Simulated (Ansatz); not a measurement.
# Phonons of La3InB (Pm-3m) against volume

Wanted: mode Grüneisen parameters of La3InB (Pm-3m).

Main program and level: Ansatz 0.2.0; DFT PBEsol, scalar-relativistic, plane waves, PAW; PAW set soft_1.

## Step 1: Set-up

Symmetry: Pm-3m, No. 221, cubic system. The conventional cell has a = 5.247 Å, b = 5.247 Å, c = 5.247 Å, α = 90.00°, β = 90.00°, γ = 90.00°. La has 2 B at 2.62 Å and 8 La at 3.71 Å and 4 In at 3.71 Å nearest. Nearest to In lie 12 La at 3.71 Å. Nearest to B lie 6 La at 2.62 Å. Farther neighbours, and contacts between anions beyond the nearest, are not listed.

Structure file:

```cif
data_structure
_symmetry_space_group_name_H-M 'P 1'
_symmetry_Int_Tables_number 1
_cell_length_a 5.2473
_cell_length_b 5.2473
_cell_length_c 5.2473
_cell_angle_alpha 90.000
_cell_angle_beta 90.000
_cell_angle_gamma 90.000
_cell_volume 144.48
loop_
_atom_site_label
_atom_site_type_symbol
_atom_site_fract_x
_atom_site_fract_y
_atom_site_fract_z
_atom_site_occupancy
La1 La 0.50000 0.00000 0.50000 1
La2 La 0.50000 0.50000 0.00000 1
La3 La 0.00000 0.50000 0.50000 1
In4 In 0.00000 0.00000 0.00000 1
B5 B 0.50000 0.50000 0.50000 1
```

## Step 2: Response at finite wavevector

Stability and thermal properties need the whole zone. Linear response on a 2×2×2 q mesh gives force constants as far as a supercell of that size would.

The input, input.yaml:

```yaml
crystal:
  lattice:
    - [5.2472787968, 0.0, 0.0]
    - [0.0, 5.2472787968, 0.0]
    - [0.0, 0.0, 5.2472787968]
  atoms:
    - { symbol: La, position: [0.5, 0.0, 0.5] }
    - { symbol: La, position: [0.5, 0.5, 0.0] }
    - { symbol: La, position: [0.0, 0.5, 0.5] }
    - { symbol: In, position: [0.0, 0.0, 0.0] }
    - { symbol: B, position: [0.5, 0.5, 0.5] }
kpoints:
  mp_grid: { grid: [8, 8, 8] }
hamiltonian:
  xc: pbesol
  pseudopotentials: { kind: paw, azcp: { folder: soft_1 }, xc_functional: pbe }
scf:
  occupations: { method: methfessel_paxton, width: 0.2 }
output:
  eigenvalues: true
phonons:
  method: dfpt
  qmesh: [2, 2, 2]
  temperatures: { t_max: 1000, t_step: 50 }
  qpath:
    path:
      - [[0.0, 0.0, 0.0], [0.0, 0.5, 0.0], [0.5, 0.5, 0.0], [0.0, 0.0, 0.0], [0.5, 0.5, 0.5], [0.0, 0.5, 0.0]]
      - [[0.5, 0.5, 0.5], [0.5, 0.5, 0.0]]
    npoints: 10
```

Run with:

```bash
$ ansatz run input.yaml --threads 4 --pin off --max-ram 10240MiB --backend cpu --events-out ev --progress --plain --runs-dir out
```

The program printed:

```text
Engine: ansatz 0.2.0, x86_64-unknown-linux-gnu
Pseudopotentials: kind: paw
Pseudopotential: La, paw, valence charge 11, recommended cutoff 420 eV (normal), soft_1/La.paw.azcp
Pseudopotential: In, paw, valence charge 13, recommended cutoff 420 eV (normal), soft_1/In.paw.azcp
Pseudopotential: B, paw, valence charge 3, recommended cutoff 420 eV (normal), soft_1/B.paw.azcp
Functional definition: PBEsol
  exchange = pbesol_x
  correlation = pbesol_c
Crystal: 5 atoms, lattice volume = 144.478 Å³
Basis set: ecut = 420 eV, 2801 PW (Γ), exchange–correlation on 72×72×72 points (8 copies of the dense FFT grid, shifted against one another)
Bands: 30, of which v1, the nominal top of the filled ones, is band 25 counted from 1 (24 counted from 0)
Symmetry: 48 space group operations
k-points: 35 of 512
Non-local potential: La, projectors of the file, l = 0: 3, l = 1: 2, l = 2: 2, l = 3: 3
Non-local potential: In, projectors of the file, l = 0: 2, l = 1: 2, l = 2: 2, l = 3: 1
Non-local potential: B, projectors of the file, l = 0: 2, l = 1: 2, l = 2: 1
PAW form: soft (Blöchl's): semilocal exchange-correlation on the pseudo side does not see the compensation charge
PAW frozen core: La, regenerated for the run's functional, and the local potential with it (the file was generated under x = pbe(κ = 0.804, μ = 0.219515), c = pbe(β = 0.066725))
PAW frozen core: In, regenerated for the run's functional, and the local potential with it (the file was generated under x = pbe(κ = 0.804, μ = 0.219515), c = pbe(β = 0.066725))
PAW frozen core: B, regenerated for the run's functional, and the local potential with it (the file was generated under x = pbe(κ = 0.804, μ = 0.219515), c = pbe(β = 0.066725))
PAW one-centre angular grid: La, 590 points (default); XC on 64 Gauss nodes
PAW one-centre angular grid: In, 590 points (default); XC on 64 Gauss nodes
PAW one-centre angular grid: B, 110 points (default); XC on 64 Gauss nodes
Initial density: superposition of atomic densities (chi_scale 0.1, normalization cell, long waves kept (reshape's long-wave potential 0.00 eV rms))
Initial wavefunctions: pseudopotential atomic-orbital guess
Functional: x = pbesol(κ = 0.804, μ = 0.123457), c = pbesol(β = 0.046)
SCF iter   1: F=—  HF=-24168.975786 eV  |F-HF|=—  |Δ(HF+E_count)|=         —  Δρ=6.98e-2  dr2=2.87e1  ethr=3.10e-3  ⟨swp⟩=4.9  Hψ=4930  notcnv=0
preconditioner: auto → Kerker (q_TF=auto, 2.278 Å⁻¹)  [metal: Δε(μ)=0.012 eV  Ē_g=10.939 eV  σ=0.200 eV  W_gap=0.05  n_scr=26 (ndim 8)  ℏωp=20.3 eV  f_vac=0.000  D(μ)=7.02/eV (n_scr^D=80)]
SCF iter   2: F=—  HF=-24164.165746 eV  |F-HF|=—  |Δ(HF+E_count)|=    4.81e0  S|Δr|=    0.00e0  Δρ=2.50e-2  dr2=4.17e0  ethr=3.10e-3  ⟨swp⟩=3.9  Hψ=2390  notcnv=0  defer=6
SCF iter   3: F=—  HF=-24163.371480 eV  |F-HF|=—  |Δ(HF+E_count)|=   7.94e-1  S|Δr|=    0.00e0  Δρ=1.06e-2  dr2=4.45e-1  ethr=3.10e-3  ⟨swp⟩=3.0  Hψ=1869  notcnv=0  defer=5
SCF iter   4: F=—  HF=-24163.261885 eV  |F-HF|=—  |Δ(HF+E_count)|=   1.10e-1  S|Δr|=    0.00e0  Δρ=1.84e-3  dr2=9.85e-3  ethr=9.09e-4  ⟨swp⟩=5.2  Hψ=7367  notcnv=0
automatic band count: the SCF goes on with 35 bands, as 30 were too few: they end inside the smearing window of the response
SCF iter   5: F=—  HF=-24163.260317 eV  |F-HF|=—  |Δ(HF+E_count)|=   1.57e-3  S|Δr|=    0.00e0  Δρ=6.25e-4  dr2=9.24e-4  ethr=2.01e-5  ⟨swp⟩=2.0  Hψ=2337  notcnv=0
SCF iter   6: F=—  HF=-24163.260255 eV  |F-HF|=—  |Δ(HF+E_count)|=   6.19e-5  S|Δr|=    0.00e0  Δρ=2.33e-4  dr2=9.81e-5  ethr=1.88e-6  ⟨swp⟩=2.0  Hψ=1475  notcnv=0
SCF iter   7: F=—  HF=-24163.260227 eV  |F-HF|=—  |Δ(HF+E_count)|=   2.82e-5  S|Δr|=    0.00e0  Δρ=6.68e-5  dr2=9.23e-6  ethr=2.00e-7  ⟨swp⟩=2.0  Hψ=1408  notcnv=0
SCF iter   8: F=—  HF=-24163.260223 eV  |F-HF|=—  |Δ(HF+E_count)|=   3.67e-6  S|Δr|=    0.00e0  Δρ=2.50e-5  dr2=3.35e-6  ethr=1.88e-8  ⟨swp⟩=2.0  Hψ=1553  notcnv=0
SCF iter   9: F=—  HF=-24163.260225 eV  |F-HF|=—  |Δ(HF+E_count)|=   1.62e-6  S|Δr|=    0.00e0  Δρ=6.45e-6  dr2=6.88e-8  ethr=6.83e-9  ⟨swp⟩=2.0  Hψ=1295  notcnv=0
SCF iter  10: F=—  HF=-24163.260225 eV  |F-HF|=—  |Δ(HF+E_count)|=   4.53e-9  S|Δr|=    0.00e0  Δρ=1.79e-6  dr2=1.56e-8  ethr=1.40e-10  ⟨swp⟩=2.0  Hψ=1944  notcnv=0
SCF iter  11: F=—  HF=-24163.260225 eV  |F-HF|=—  |Δ(HF+E_count)|=   1.78e-9  S|Δr|=    0.00e0  Δρ=2.31e-7  dr2=1.06e-10  ethr=3.19e-11  ⟨swp⟩=2.0  Hψ=1306  notcnv=0
SCF iter  12: F=-24163.260225 eV  HF=-24163.260225 eV  |F-HF|=3.64e-12  |Δ(HF+E_count)|=  3.64e-12  S|Δr|=    0.00e0  Δρ=6.26e-8  dr2=4.92e-12  ethr=1.00e-12  ⟨swp⟩=16.7  Hψ=8141  notcnv=0
SCF 1 converged in 12 iterations: F = -24163.260225 eV  dr2 = 4.92e-12
  greatest PAW one-centre occupation: 0.980 electrons in one spin orbital (limit 2), on the In atom at site 3 (counted from 0), in its partial waves of l = 2
phonons: the bands overlap, so this run is a metal and interpolates without the dipole-dipole term. If the crystal is really an insulator or semiconductor, its LO-TO splitting is missing
NSCF: frozen V_eff on 35 k-points
NSCF: frozen V_eff on 125 k-points
DFPT response loops at q = (0, 0, 0) (fractional): preconditioner auto → Kerker (q_TF=auto, 2.278 Å⁻¹) (partly filled bands, converged f_vac=0.000); β = 1.00, the filter's whole step (`scf.mixing.beta` (0.50) is not read by the response loops under this deck's `scf.mixing.preconditioner`; to damp them name `kerker` or `kerker_dos`, under which they read `scf.mixing.beta`, and type it under 1.00, their step now; both keys bind the ground state too); Broyden in place of MSR1
NSCF: frozen V_eff on 250 k-points
DFPT response loops at q = (0, 0, -0.5) (fractional): mixed as the last ones told, above
NSCF: frozen V_eff on 250 k-points
DFPT response loops at q = (0, -0.5, -0.5) (fractional): mixed as the last ones told, above
NSCF: frozen V_eff on 250 k-points
DFPT response loops at q = (-0.5, -0.5, -0.5) (fractional): mixed as the last ones told, above
SCF converged after 12 iterations
Stability not checked: this state was not tested for a lower state beside it, because cold or Methfessel-Paxton smearing, or corrected tetrahedra, fill the levels in a way that the test cannot read (fill_not_monotonic; see scf.lower_state_search)
Free energy (F): -24163.260225 eV
Harris-Foulkes:  -24163.260225 eV  (|F-HF|=3.64e-12)
Internal energy: -24163.255790 eV  (E = F + TS)
E sigma→0 (E₀):  -24163.259116 eV
Entropy (-TS):   -0.004435 eV (-0.887 meV/atom)
Fermi energy:    10.105597 eV
--- Per-component energies (eV) ---
  E_band       = -147.162896
  E_kinetic    = 823.425759
  E_local      = -2107.724151  (includes V_loc(G=0)·N_el)
  E_nonlocal   = 603.902491
  E_hartree    = 797.859638
  E_xc         = -599.406350
  E_vxc        = -561.576014  (∫ρ·V_xc dr)
  E_paw        = -20197.967827  (= ΣΔE_a)
  E_vpaw       = -500.910402  (= ΣTr[D̂ρ^β])
  E_aug_tail   = 0.000143  (compensation charges beyond the density's cutoff)
  E_ewald      = -3484.103216
  E_core_change = 0.757723  (= ΣΔE_core)
  E_smearing   = -0.004435  (= −TS)
  E_closure    = -0.000000  (closes the sum)
  Σ components = -24163.260225   (vs F -24163.260225, Δ=0.00e0)
--- Band table (eV; the first three rows and the last of 35) ---
  k-point 0: bands = [... 21 lower, 9.7628, 9.7628, 9.7628, 11.0660, 11.0660, 11.0660, 11.2471, 11.2471, ... 6 higher]
  k-point 1: bands = [... 21 lower, 9.7716, 9.7973, 9.8698, 10.7531, 10.9828, 10.9828, 11.1176, 11.2962, ... 6 higher]
  k-point 2: bands = [... 21 lower, 9.7912, 9.8885, 9.9377, 10.2515, 10.7531, 10.7531, 11.1825, 11.5226, ... 6 higher]
  k-point 34: bands = [... 21 lower, 7.6367, 10.5696, 10.5696, 10.5696, 11.7760, 11.7760, 11.7760, 11.9281, ... 6 higher]
--- Phonons (Γ-DFPT): 4 representative perturbations + reference (Σ response iterations 13) ---
  ASR residual: 4.666e-5 → 0.000e0 eV/Å²; symmetrization residual: 2.239e-6 eV/Å²
  ASR residual per site (eV/Å²): 2.86e-5 2.86e-5 2.86e-5 1.03e-5 4.67e-5
  Γ frequencies (cm⁻¹): -118.01 -118.01 -118.01 -59.91 -59.91 -59.91 0.00 0.00 0.00 66.96 66.96 66.96 161.96 161.96 161.96
--- Phonons (arbitrary-q DFPT): 4 irreducible q on the 2×2×2 mesh ---
  q = [0.0000, 0.0000, 0.0000] (star 1, of the zone-centre solve; hermiticity 6.29e-7, symmetrization 7.35e-12): -118.01 -118.01 -118.01 -59.91 -59.91 -59.91 -0.00 -0.00 0.00 66.96 66.96 66.96 161.96 161.96 161.96
  q = [0.0000, 0.0000, -0.5000] (star 3, 9 solved perturbations in 975 linear systems a pass and spin channel, the states on 125 of 512 k-point pairs; hermiticity 3.34e-7, symmetrization 6.23e-8): -12.61 -12.61 36.81 41.96 41.96 72.80 72.80 73.00 78.09 82.87 82.87 142.90 305.23 305.23 329.73
  q = [0.0000, -0.5000, -0.5000] (star 3, 9 solved perturbations in 975 linear systems a pass and spin channel, the states on 125 of 512 k-point pairs; hermiticity 3.44e-7, symmetrization 3.03e-8): 18.34 53.62 53.62 61.91 61.91 69.83 69.99 69.99 78.86 89.22 130.90 144.85 349.51 361.79 361.79
  q = [-0.5000, -0.5000, -0.5000] (star 1, 4 solved perturbations in 350 linear systems a pass and spin channel, the states on 125 of 512 k-point pairs; hermiticity 4.23e-7, symmetrization 5.82e-9): -3.70 -3.70 -3.70 53.97 53.97 53.97 95.68 95.68 95.68 128.07 128.07 166.23 410.30 410.30 410.30
  sum rule: each row above includes the acoustic sum rule's correction from the zone centre's row sums; it moved no ω² by more than (1.08 cm⁻¹)²
  mesh force constants: q→R imaginary residual 1.96e-18; ASR residual 4.666e-5 → 0.000e0 eV/Å²; symmetrization residual 1.066e-14 eV/Å²
  interpolated dispersion: 62 rows × 15 modes
  density of states and harmonic sums: on the 12×12×12 q-mesh, interpolated from the force constants of a 2×2×2 supercell (no non-analytic term)
  largest difference from the sums on the solved wave vectors: F 3.93e-1 eV, S 5.07e-4 and C_V 1.14e-4 eV/K
  zero-point energy: 0.108801 eV/cell   skipped modes (ω ≤ 0): 101, of them read as no rigid motion or as one in doubt: 98 (9.253e-1 modes/cell left out, lowest -118.01 cm⁻¹)   left out of the sums: 6.18e-2 of the cell's modes: C_V's classical limit lies that fraction below 3 k_B per atom; for a crystal, a wire or a layer, F and S can be off by more, and a phonons.interpolated_qmesh denser along its periods is the remedy for the sampling
```

Wall time 4.7 min (4 threads of AMD EPYC 9B14 (Zen 4), shared host); peak memory 2.1 GiB; 18 min of CPU time.

In the SCF lines HF is the Harris–Foulkes energy and dr2 the Hartree energy of the density residual, in eV; the loop may stop once dr2 is under the threshold and the program's other checks hold. Hψ counts applications of the Hamiltonian.

This step gave:

* volume per atom: 28.90 Å³
* gap on the k-mesh: 0 eV
* sum-rule residual before enforcement: 4.67e-5 eV/Å²
* lowest frequency on the path: -118.0 cm⁻¹
* point group: m-3m
* highest frequency on path, mesh or solved points: 410.3 cm⁻¹
* highest optical mode at the zone centre (no LO-TO term): 162.0 cm⁻¹
* lowest optical zone-centre mode: -118.0 cm⁻¹
* lowest mode on the q mesh (acoustic modes at Γ apart): -118.0 cm⁻¹

Frequencies (cm⁻¹) solved at each irreducible wavevector; negative means imaginary. Frequencies by wavevector, by row:

```tsv
q in reciprocal lattice units	star	mode 1	mode 2	mode 3	mode 4	mode 13	mode 14	mode 15
0 0 0	1	-118	-118	-118	-59.9	162	162	162
0 0 -0.5	3	-12.6	-12.6	36.8	42	305.2	305.2	329.7
0 -0.5 -0.5	3	18.3	53.6	53.6	61.9	349.5	361.8	361.8
-0.5 -0.5 -0.5	1	-3.7	-3.7	-3.7	54	410.3	410.3	410.3
```

Symmetry leaves 4 wavevectors to solve. The lowest mode among them, the acoustic zeros apart, lies at Γ and is imaginary, 118.0i cm⁻¹, so the energy falls along it.

## Step 3: Relaxing at another volume, volume ratio 0.97

The volume is scaled by 0.97 and held; symmetry leaves nothing to relax, so this is a single point. The modes can then be followed against volume.

input.yaml, the sections that differ from step 2:

```yaml
crystal:
  lattice:
    - [5.1942723567, 0.0, 0.0]
    - [0.0, 5.1942723567, 0.0]
    - [0.0, 0.0, 5.1942723567]
  atoms:
    - { symbol: La, position: [0.5, 0.0, 0.5] }
    - { symbol: La, position: [0.5, 0.5, 0.0] }
    - { symbol: La, position: [0.0, 0.5, 0.5] }
    - { symbol: In, position: [0.0, 0.0, 0.0] }
    - { symbol: B, position: [0.5, 0.5, 0.5] }
output:
  forces: true
  stress: true
  eigenvalues: true
# kpoints, hamiltonian, scf: as in step 2
# phonons: removed
```

The program printed:

```text
[...]
Crystal: 5 atoms, lattice volume = 140.144 Å³
Basis set: ecut = 420 eV, 2777 PW (Γ), exchange–correlation on 72×72×72 points (8 copies of the dense FFT grid, shifted against one another)
Bands: 30, of which v1, the nominal top of the filled ones, is band 25 counted from 1 (24 counted from 0)
Symmetry: 48 space group operations
[...]
k-points: 35 of 512
[...]
k-point 0: bands = [... 21 lower, 10.0963, 10.0963, 10.0963, 11.5058, 11.5058, 11.5058, 11.6522, 11.6522, ... 1 higher]
  k-point 1: bands = [... 21 lower, 10.1113, 10.1313, 10.2289, 11.1693, 11.4271, 11.4271, 11.5367, 11.6902, ... 1 higher]
  k-point 2: bands = [... 21 lower, 10.1435, 10.2240, 10.3253, 10.6246, 11.1864, 11.1864, 11.5990, 11.9213, ... 1 higher]
  k-point 34: bands = [... 21 lower, 7.9509, 10.9971, 10.9971, 10.9971, 12.1907, 12.1907, 12.1907, 12.3390, ... 1 higher]
[key lines of the parts left out:]
SCF converged after 10 iterations
Free energy (F): -24163.239745 eV
Fermi energy:    10.493739 eV
P = ⅓ Tr σ = 1.5490 GPa (15.490 kbar)
```

It took 2 s on 4 threads; peak memory 0.58 GiB.

Numbers from this step:

```
pressure        : 1.549 GPa
volume per atom : 28.03 Å³
```

The run ends at a pressure of 1.55 GPa.

## Step 4: Phonons at the other volume, volume ratio 0.97

The phonons are repeated at this volume on the same meshes, so that differences come from the volume alone.

input.yaml, as its differences from that of step 3:

```diff
@@ -19,4 +19,11 @@
 output:
-  forces: true
-  stress: true
   eigenvalues: true
+phonons:
+  method: dfpt
+  qmesh: [2, 2, 2]
+  temperatures: { t_max: 1000, t_step: 50 }
+  qpath:
+    path:
+      - [[0.0, 0.0, 0.0], [0.0, 0.5, 0.0], [0.5, 0.5, 0.0], [0.0, 0.0, 0.0], [0.5, 0.5, 0.5], [0.0, 0.5, 0.0]]
+      - [[0.5, 0.5, 0.5], [0.5, 0.5, 0.0]]
+    npoints: 10
```

The program printed:

```text
[...]
Crystal: 5 atoms, lattice volume = 140.144 Å³
Basis set: ecut = 420 eV, 2777 PW (Γ), exchange–correlation on 72×72×72 points (8 copies of the dense FFT grid, shifted against one another)
Bands: 30, of which v1, the nominal top of the filled ones, is band 25 counted from 1 (24 counted from 0)
Symmetry: 48 space group operations
k-points: 35 of 512
[...]
SCF iter   1: F=—  HF=-24169.139454 eV  |F-HF|=—  |Δ(HF+E_count)|=         —  Δρ=7.28e-2  dr2=2.97e1  ethr=3.10e-3  ⟨swp⟩=5.0  Hψ=4889  notcnv=0
[...]
SCF iter  12: F=-24163.239745 eV  HF=-24163.239745 eV  |F-HF|=7.28e-12  |Δ(HF+E_count)|=  7.28e-12  S|Δr|=    0.00e0  Δρ=5.36e-8  dr2=3.01e-12  ethr=1.00e-12  ⟨swp⟩=17.0  Hψ=8312  notcnv=0
SCF 1 converged in 12 iterations: F = -24163.239745 eV  dr2 = 3.01e-12
[...]
NSCF: frozen V_eff on 35 k-points
WARN: eigensolver did not converge in 11 slots of this pass, the one above among them; of largest residual over every band (k=30): 1 band(s) unlocked (lowest unlocked band 34, counted from 0; max residual 2.72e-3 eV among the unlocked bands, 2.72e-3 eV over every band); of lowest unlocked band (k=1): band 34
[...]
SCF converged after 12 iterations
[...]
Free energy (F): -24163.239745 eV
[...]
Internal energy: -24163.235888 eV  (E = F + TS)
E sigma→0 (E₀):  -24163.238781 eV
Entropy (-TS):   -0.003857 eV (-0.771 meV/atom)
Fermi energy:    10.493743 eV
[...]
--- Band table (eV; the first three rows and the last of 35) ---
  k-point 0: bands = [... 21 lower, 10.0963, 10.0963, 10.0963, 11.5058, 11.5058, 11.5058, 11.6522, 11.6522, ... 6 higher]
  k-point 1: bands = [... 21 lower, 10.1113, 10.1313, 10.2289, 11.1693, 11.4271, 11.4271, 11.5367, 11.6902, ... 6 higher]
  k-point 2: bands = [... 21 lower, 10.1435, 10.2240, 10.3253, 10.6246, 11.1864, 11.1864, 11.5990, 11.9213, ... 6 higher]
  k-point 34: bands = [... 21 lower, 7.9509, 10.9971, 10.9971, 10.9971, 12.1907, 12.1907, 12.1907, 12.3390, ... 6 higher]
[...]
ASR residual: 4.118e-5 → 0.000e0 eV/Å²; symmetrization residual: 2.266e-6 eV/Å²
  ASR residual per site (eV/Å²): 2.71e-5 2.71e-5 2.71e-5 1.11e-5 4.12e-5
[...]
--- Phonons (arbitrary-q DFPT): 4 irreducible q on the 2×2×2 mesh ---
[...]
interpolated dispersion: 62 rows × 15 modes
[...]
```

The job ended after 4.6 min (4 threads; peak memory 2.1 GiB; 17 min of CPU time).

This step gave:

| Quantity | Value |
| --- | --- |
| sum-rule residual before enforcement | 4.12e-5 eV/Å² |
| lowest frequency on the path | -134.7 cm⁻¹ |
| highest frequency on path, mesh or solved points | 421.7 cm⁻¹ |
| highest optical mode at the zone centre (no LO-TO term) | 178.2 cm⁻¹ |
| lowest optical zone-centre mode | -134.7 cm⁻¹ |
| lowest mode on the q mesh (acoustic modes at Γ apart) | -134.7 cm⁻¹ |

Frequencies (cm⁻¹) solved at each irreducible wavevector; negative means imaginary. Frequencies by wavevector, by row:

```tsv
q in reciprocal lattice units	star	mode 1	mode 2	mode 3	mode 4	mode 13	mode 14	mode 15
0 0 0	1	-134.7	-134.7	-134.7	-66.2	178.2	178.2	178.2
0 0 -0.5	3	-21.7	-21.7	39.9	41	320.7	320.7	335.8
0 -0.5 -0.5	3	19.8	54.9	54.9	62	368.9	368.9	369.4
-0.5 -0.5 -0.5	1	6.7	6.7	6.7	59	421.7	421.7	421.7
```

The highest optical mode at the zone centre (no LO-TO term) is 178.2 cm⁻¹, +16.3 cm⁻¹ against the base run.

(Continued in part 2 of 2.)

[Long decimals in the printed logs are rounded to 6 places.]

[Logs are printed without paths, hosts, clocks, repeated set-up lines and the standing remarks that a program may print on its own settings, such as how far it seeks lower states.]

[Hosts, paths, dates, database ids (printed as entryN), source tags and the programs' standing remarks are cut or masked in the printed files.]

[Where the starting crystal was built by hand or by swapping elements, it need not be the compound's stable phase.]
